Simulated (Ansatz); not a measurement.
# A thicker film of GaP (110) from five thinner ones

In a field along its normal an insulating film takes a dipole p. Written as a length, p/(ε₀AE), it should grow by 1 − 1/ε for each ångström added.

**Method.** Ansatz 0.2.0, plane waves with PAW datasets (its set soft_2), PBE; zincblende films relaxed at a bulk in-plane lattice constant near the measured one, then held in weak fields of both signs with a dipole correction (A is the cell's area, E the outer field).

```
     run  distance between the outer atoms (Å)  p/(ε₀AE) (Å)
 5 units                                 8.260         9.588
 6 units                                10.237        11.382
 8 units                                14.147        14.925
 9 units                                16.101        16.695
12 units                                21.973        22.019
16 units                                29.796             ?
```

**Question.** What value belongs in the row marked “?”, and how far can the other rows tell?

A least-squares line through the 5 rows shown has slope 0.9064 and intercept 2.1020; no row lies more than 0.001 Å off it. That slope means ε = 1/(1 − 0.9064) = 10.68. At 29.796 it gives 0.9064 × 29.796 + 2.1020 = 29.109 Å, beyond the rows fitted. Rounding and scatter of the rows alone allow about ±0.003 Å there.

The run itself gives 29.106 Å: a miss of −0.003 Å, or 0.0 % of the value. The length is met to within 1 %, though ε is more sensitive than the length: the two thickest films give ε = 10.63.

**Limits.** This is the electronic response alone. A unit is one step of the cut along the normal (a plane, a pair of planes or a cell), and the layers relax along it, away from their bulk spacing where the functional's lattice constant differs from the one held.

[Logs are printed without paths, hosts, clocks, repeated set-up lines and the standing remarks that a program may print on its own settings, such as how far it seeks lower states.]
